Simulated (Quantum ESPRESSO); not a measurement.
## NaF (Villiaumite): modes at Γ and the response to a field

Aim: the zone-centre modes of NaF (Villiaumite).

Method: DFT LDA, scalar-relativistic, plane waves, PseudoDojo norm-conserving pseudopotentials, in Quantum ESPRESSO 7.5.

This is a report of a sequence of runs, with most program output left out.

The database entry behind the starting cell differs from later determinations by our own check (0.1 to 0.3 % short, probably kX units), so it need not match the best structure at ambient conditions.

### Step 1. The starting structure

The structure is cubic, space group Fm-3m (No. 225). Conventional cell: a = 4.620 Å, b = 4.620 Å, c = 4.620 Å, α = 90.00°, β = 90.00°, γ = 90.00°. Nearest to Na lie 6 F at 2.31 Å. Nearest to F lie 6 Na at 2.31 Å. Farther neighbours and most contacts between anions are not listed.

### Step 2. A first look

A cheap run with smearing and empty bands tells whether the crystal has a gap, which decides between fixed occupations and smearing later on.

File probe.in:

```
 &control
    calculation='scf',
    prefix='x',
    outdir='./tmp',
    pseudo_dir='./pseudo',
    tprnfor=.true.,
    tstress=.true.,
    verbosity='high',
 /
 &system
    ibrav=0,
    nat=2,
    ntyp=2,
    ecutwfc=88.0,
    occupations='smearing',
    smearing='gaussian',
    degauss=0.01,
 /
 &electrons
    conv_thr=1.0d-07,
    mixing_beta=0.7,
    electron_maxstep=100,
 /
ATOMIC_SPECIES
 Na     22.9898  Na.upf
 F      18.9984  F.upf
CELL_PARAMETERS angstrom
     0.000000000    2.310000000    2.310000000
     2.310000000    0.000000000    2.310000000
     2.310000000    2.310000000    0.000000000
ATOMIC_POSITIONS crystal
 Na     0.000000000   0.000000000   0.000000000
 F      0.500000000   0.500000000   0.500000000
K_POINTS automatic
 6 6 6 0 0 0
```

Started as:

```console
$ OMP_NUM_THREADS=1 mpirun -n 4 pw.x -nk 4 -in probe.in > probe.out
```

Run time: 3.4 s. Hardware: 4 MPI ranks of Intel Xeon at 2.70GHz, shared host; 12 s of CPU time.

Read from the output:

```yaml
volume_per_atom: 12.33 Å³
pressure: -3.955 GPa
gap_on_the_k_mesh: 6.040 eV
```

A gap of 6.0 eV opens on this mesh, so the crystal is taken as an insulator; the start stands at -4.0 GPa.

### Step 3. Relaxation

The relaxation runs at a cutoff a fifth above that of the response, since stress converges more slowly with the basis than frequencies do. Forces and stress are brought to rest with tight thresholds.

File relax.in:

```
 &control
    calculation='vc-relax',
    prefix='x',
    outdir='./tmp',
    pseudo_dir='./pseudo',
    tprnfor=.true.,
    tstress=.true.,
    forc_conv_thr=2.0d-05,
    etot_conv_thr=1.0d-07,
    nstep=40,
 /
 &system
    ibrav=0,
    nat=2,
    ntyp=2,
    ecutwfc=106,
    occupations='fixed',
    nbnd=10,
 /
 &electrons
    conv_thr=1.0d-11,
    mixing_beta=0.7,
    electron_maxstep=100,
 /
 &ions
 /
 &cell
    press_conv_thr=0.2,
 /
ATOMIC_SPECIES
 Na     22.9898  Na.upf
 F      18.9984  F.upf
CELL_PARAMETERS angstrom
     0.000000000    2.310000000    2.310000000
     2.310000000    0.000000000    2.310000000
     2.310000000    2.310000000    0.000000000
ATOMIC_POSITIONS crystal
 Na     0.000000000   0.000000000   0.000000000
 F      0.500000000   0.500000000   0.500000000
K_POINTS automatic
 8 8 8 0 0 0
```

Started as:

```console
$ OMP_NUM_THREADS=1 mpirun -n 4 pw.x -nk 4 -in relax.in > relax.out
```

Wall time 32 s (4 MPI ranks).

Step by step:

| step | energy less that of the first step (eV) | largest force (eV/Å) | pressure (GPa) | volume (Å³) |
| --- | --- | --- | --- | --- |
| 1 | 0.0000 | 0.0000 | -3.96 | 24.65 |
| 2 | -0.0108 | 0.0000 | -3.06 | 24.16 |
| 3 | -0.0214 | 0.0000 | -1.52 | 23.43 |
| 4 | -0.0243 | 0.0000 | 0.18 | 22.75 |
| 5 | -0.0244 | 0.0000 | -0.01 | 22.82 |
| 6 | -0.0244 | 0.0000 | 0.00 | 22.82 |
| 7 | -0.0243 | 0.0000 | 0.00 | 22.82 |

| conventional cell, symmetrised | before | after | change |
| --- | --- | --- | --- |
| a (Å) | 4.620 | 4.502 | -2.5 % |
| b (Å) | 4.620 | 4.502 | -2.5 % |
| c (Å) | 4.620 | 4.502 | -2.5 % |
| volume (Å³/atom) | 12.33 | 11.41 | -7.4 % |

Final coordinates:

```
CELL_PARAMETERS angstrom
0.00000 2.25122 2.25122
2.25122 0.00000 2.25122
2.25122 2.25122 0.00000
ATOMIC_POSITIONS crystal
Na 0.00000 0.00000 0.00000
F 0.50000 0.50000 0.50000
```

The last row of the table of steps is pw.x's closing run on a basis chosen anew for the final cell, so its energy can jump.

This step gave:

```
volume per atom   : 11.41 Å³
pressure          : -0.002 GPa
gap on the k-mesh : 6.477 eV
```

The volume changes by -7.4 % from the cell with which this run began.

### Step 4. Self-consistent run for the response

Perturbation theory inherits every error of the wavefunctions, so the threshold is set near the limit of the arithmetic. With a gap, occupations are fixed, which also allows the response to an electric field.

File scf.in:

```
 &control
    calculation='scf',
    prefix='x',
    outdir='./tmp',
    pseudo_dir='./pseudo',
    tprnfor=.true.,
    tstress=.true.,
 /
 &system
    ibrav=0,
    nat=2,
    ntyp=2,
    ecutwfc=88.0,
    occupations='fixed',
    nbnd=10,
 /
 &electrons
    conv_thr=1.0d-12,
    mixing_beta=0.7,
    electron_maxstep=100,
 /
ATOMIC_SPECIES
 Na     22.9898  Na.upf
 F      18.9984  F.upf
CELL_PARAMETERS angstrom
     0.000000000    2.251222388    2.251222388
     2.251222388    0.000000000    2.251222388
     2.251222388    2.251222388    0.000000000
ATOMIC_POSITIONS crystal
 Na     0.000000000   0.000000000   0.000000000
 F      0.500000000   0.500000000   0.500000000
K_POINTS automatic
 8 8 8 0 0 0
```

Started as:

```console
$ OMP_NUM_THREADS=1 mpirun -n 4 pw.x -nk 4 -in scf.in > scf.out
```

The job ended after 4.8 s (4 MPI ranks; 18 s of CPU time).

This step gave:

```yaml
pressure: -0.003000 GPa
gap_on_the_k_mesh: 6.478 eV
```

The cell stands at -0.0030 GPa, close enough for phonons.

### Step 5. Zone-centre response

At q = 0 one unit cell holds all displacements; symmetry groups them into irreducible representations that are solved one by one. The response to a field gives ε∞ and the Born charges, which polar modes need.

File ph.in:

```
phonons
 &inputph
    prefix='x',
    outdir='./tmp',
    fildyn='g.dyn',
    tr2_ph=1.0d-18,
    epsil=.true.,
 /
0.000000000000 0.000000000000 0.000000000000
```

Started as:

```console
$ OMP_NUM_THREADS=1 mpirun -n 4 ph.x -nk 4 -in ph.in > ph.out
```

Run time: 40 s. Hardware: 4 MPI ranks.

This step gave:

* miss of the charge sum rule: 6.90e-4 e
* largest acoustic frequency at the zone centre before the sum rule: 6.38 cm⁻¹
* highest optical zone-centre mode (no LO-TO term): 276.0 cm⁻¹
* lowest optical zone-centre mode: 276.0 cm⁻¹
* mean high-frequency dielectric constant: 1.931
* largest Born charge in size (third of the trace): 0.9991 e

Born charge (rows field, columns displacement), before the sum rule (e), principal values of the symmetric part by kind of site:

| atom | atoms with these values | low | middle | high | mean |
| --- | --- | --- | --- | --- | --- |
| Na1 | 1 | 0.9991 | 0.9991 | 0.9991 | 0.9991 |
| F2 | 1 | -0.9984 | -0.9984 | -0.9984 | -0.9984 |

In full for F2:

```
-0.9984  0.0000  0.0000
 0.0000 -0.9984  0.0000
 0.0000  0.0000 -0.9984
```

High-frequency dielectric tensor:

```
1.93 0.00 0.00
0.00 1.93 0.00
0.00 0.00 1.93
```

The acoustic modes at Γ come out as far as 6.4 cm⁻¹ from zero, where they should vanish, a small numerical error; the Born charges miss their sum rule by 6.9e-4 e, which is good.

### Step 6. Modes with the sum rule

A rigid shift of the crystal must cost nothing, but grids and finite bases break this; the acoustic sum rule is imposed before the matrix is diagonalised again. With Born charges the intensities follow, and the static dielectric tensor.

File dynmat.in:

```
 &input
    fildyn='g.dyn',
    asr='simple',
    fileig='dynmat.eig',
    lperm=.true.,
 /
```

Started as:

```console
$ dynmat.x -in dynmat.in > dynmat.out
```

Run time: 0.69 s. Hardware: 1 thread.

This step gave:

| Property | Result |
| --- | --- |
| highest optical zone-centre mode (no LO-TO term) | 275.9 cm⁻¹ |
| lowest optical zone-centre mode | 275.9 cm⁻¹ |
| mean static dielectric constant | 4.647 |

Unit eigenvectors of the mass-weighted matrix after the sum rule; no LO-TO term. Modes at Γ, with each element's share of the kinetic energy:

| mode | frequency (cm⁻¹) | symmetry | Na % | F % |
| --- | --- | --- | --- | --- |
| 1 | 0.0 | acoustic | 55 | 45 |
| 2 | 0.0 | acoustic | 55 | 45 |
| 3 | 0.0 | acoustic | 55 | 45 |
| 4 | 275.9 | T1u | 45 | 55 |
| 5 | 275.9 | T1u | 45 | 55 |
| 6 | 275.9 | T1u | 45 | 55 |

Displacements in mode 5 (275.9 cm⁻¹), the largest set to 1:
```
Na1  0.00  0.00 -0.83
F2   0.00  0.00  1.00
```

Degenerate modes summed, no LO-TO term. Infrared lines, with heights relative to the strongest:

| position (cm⁻¹) | lines merged | label | IR intensity, relative |
| --- | --- | --- | --- |
| 276 | 3 | T1u | 100 |

Static dielectric tensor (ions relaxed, fixed cell):

```
4.65 0.00 0.00
0.00 4.65 0.00
0.00 0.00 4.65
```

The rule moves no optical mode by more than 0.1 cm⁻¹.

### Step 7. Modes along a direction of q (1 0 0)

A longitudinal polar mode sets up a macroscopic field that stiffens it; the term hangs on the direction from which q goes to zero.

File dynmat.in:

```
 &input
    fildyn='g.dyn',
    asr='simple',
    fileig='dynmat.eig',
    q(1)=1.0,
    q(2)=0.0,
    q(3)=0.0,
 /
```

Started as:

```console
$ dynmat.x -in dynmat.in > dynmat.out
```

Elapsed: 0.73 s, on 1 thread.

Numbers from this step:

| Item | Value |
| --- | --- |
| highest mode moved by the LO-TO term | 428.1 cm⁻¹ |

Zone-centre frequencies as printed; negative means imaginary. Modes:

| mode | frequency (cm⁻¹) |
| --- | --- |
| 1 | 0 |
| 2 | 0 |
| 3 | 0 |
| 4 | 275.9 |
| 5 | 275.9 |
| 6 | 428.1 |

The field moves one mode, from 276 to 428 cm⁻¹; the others stay.

### Step 8. Results

- space group after relaxation: Fm-3m
- volume per atom: 11.4 Å³
- gap on the k-mesh: 6.48 eV
- highest optical zone-centre mode (no LO-TO term): 275.9 cm⁻¹
- highest mode moved by the LO-TO term: 428.1 cm⁻¹
- mean high-frequency dielectric constant: 1.93
- largest Born charge in size (third of the trace): 0.999 e
- mean static dielectric constant: 4.65
- imaginary optical modes at the zone centre (no q mesh in this session): none

In words: At the LDA level the optical modes of NaF (Villiaumite) at the zone centre (no LO-TO term) lie at 276 cm⁻¹. Along the directions run, the highest mode that the macroscopic field moves lies at 428 cm⁻¹. Lattice motion raises the mean dielectric constant from 1.931 to 4.647. The Born charge of F is -0.9984 e against a formal charge of -1, close to the ionic value. The Lyddane-Sachs-Teller relation holds: (ωLO/ωTO)² is 2.41 and ε₀/ε∞ is 2.41. Left out of this account: PBE with PseudoDojo NC, since it is gradient-corrected and no frozen-mode check or second program bears its response out; PBEsol with PseudoDojo NC, since it is gradient-corrected and no frozen-mode check or second program bears its response out. What is said of the levels holds for those shown. These are harmonic frequencies at zero temperature: anharmonic shifts and linewidths and thermal expansion are left out.

[Host names and launcher messages were left out of these logs when they were recorded.]

[Logs are printed without paths, hosts, clocks, repeated set-up lines and the standing remarks that a program may print on its own settings, such as how far it seeks lower states.]

[Hosts, paths, dates, database ids (printed as entryN), source tags and the programs' standing remarks are cut or masked in the printed files.]
